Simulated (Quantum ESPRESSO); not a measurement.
Entries from a set of simulations; values are calculated unless marked as measured.

### FeCO3 (Siderite): which magnetic order is lowest

Symmetry: R-3c, No. 167, trigonal system. Conventional cell: a = 4.689 Å, b = 4.689 Å, c = 15.373 Å, α = 90.00°, β = 90.00°, γ = 120.00°. Fe has 6 O at 2.14 Å nearest. Nearest to C lie 3 O at 1.29 Å. O has 1 C at 1.29 Å and 2 Fe at 2.14 Å nearest. Farther neighbours and most contacts between anions are not listed.

| Item | Value |
| --- | --- |
| method | PBEsol; plane waves with GBRV 1.5 PBEsol potentials, no spin-orbit coupling (and 1 further level or step) |
| program | Quantum ESPRESSO 7.5 |
| settings of one run | GBRV 1.5 PBEsol, cutoff 544.23 eV, 6×6×6 k-mesh, 55 bands, fermi-dirac occupations, smearing width 0.05 eV, collinear spin, SCF threshold 2.00e-8, mesh matched on, starting moments 4 4 0 0 0 0 0 0 0 0 μB |
| cost | 2 runs, 3.4 min in all on 4 MPI ranks of Intel Xeon Platinum 8488C (Sapphire Rapids), shared host (the runs of this entry) |
| notes | The run is spin-polarised, with a total moment of 8.00 μB a cell (absolute 8.01). No Hubbard term acts here. In such compounds local and semilocal functionals without one often delocalise the d electrons, and can shrink or lose moments and miss the size, sign and order of the couplings. The smearing term is large for its width, so states at the Fermi level are partly filled: at this level the cell is a metal or has a gap of a few widths at most. |
| lowest state found | ferromagnetic (from ferro ++) |
| largest site moment | 3.42 μB |
| next state with moments | antiferromagnetic, 13.8 meV a seeded atom higher |

The smearing terms TS of the orders run from 44 to 61 meV a seeded atom, so the differences would change at a smaller width: an order with a larger TS is lowered more by the smearing. This is the lowest of 2 collinear or spinless starts, no proof of the ground state.

[Hosts, paths, dates, database ids (printed as entryN), source tags and the programs' standing remarks are cut or masked in the printed files.]

[Where a cell is said to come from a database of computed structures, the database is the Materials Project.]
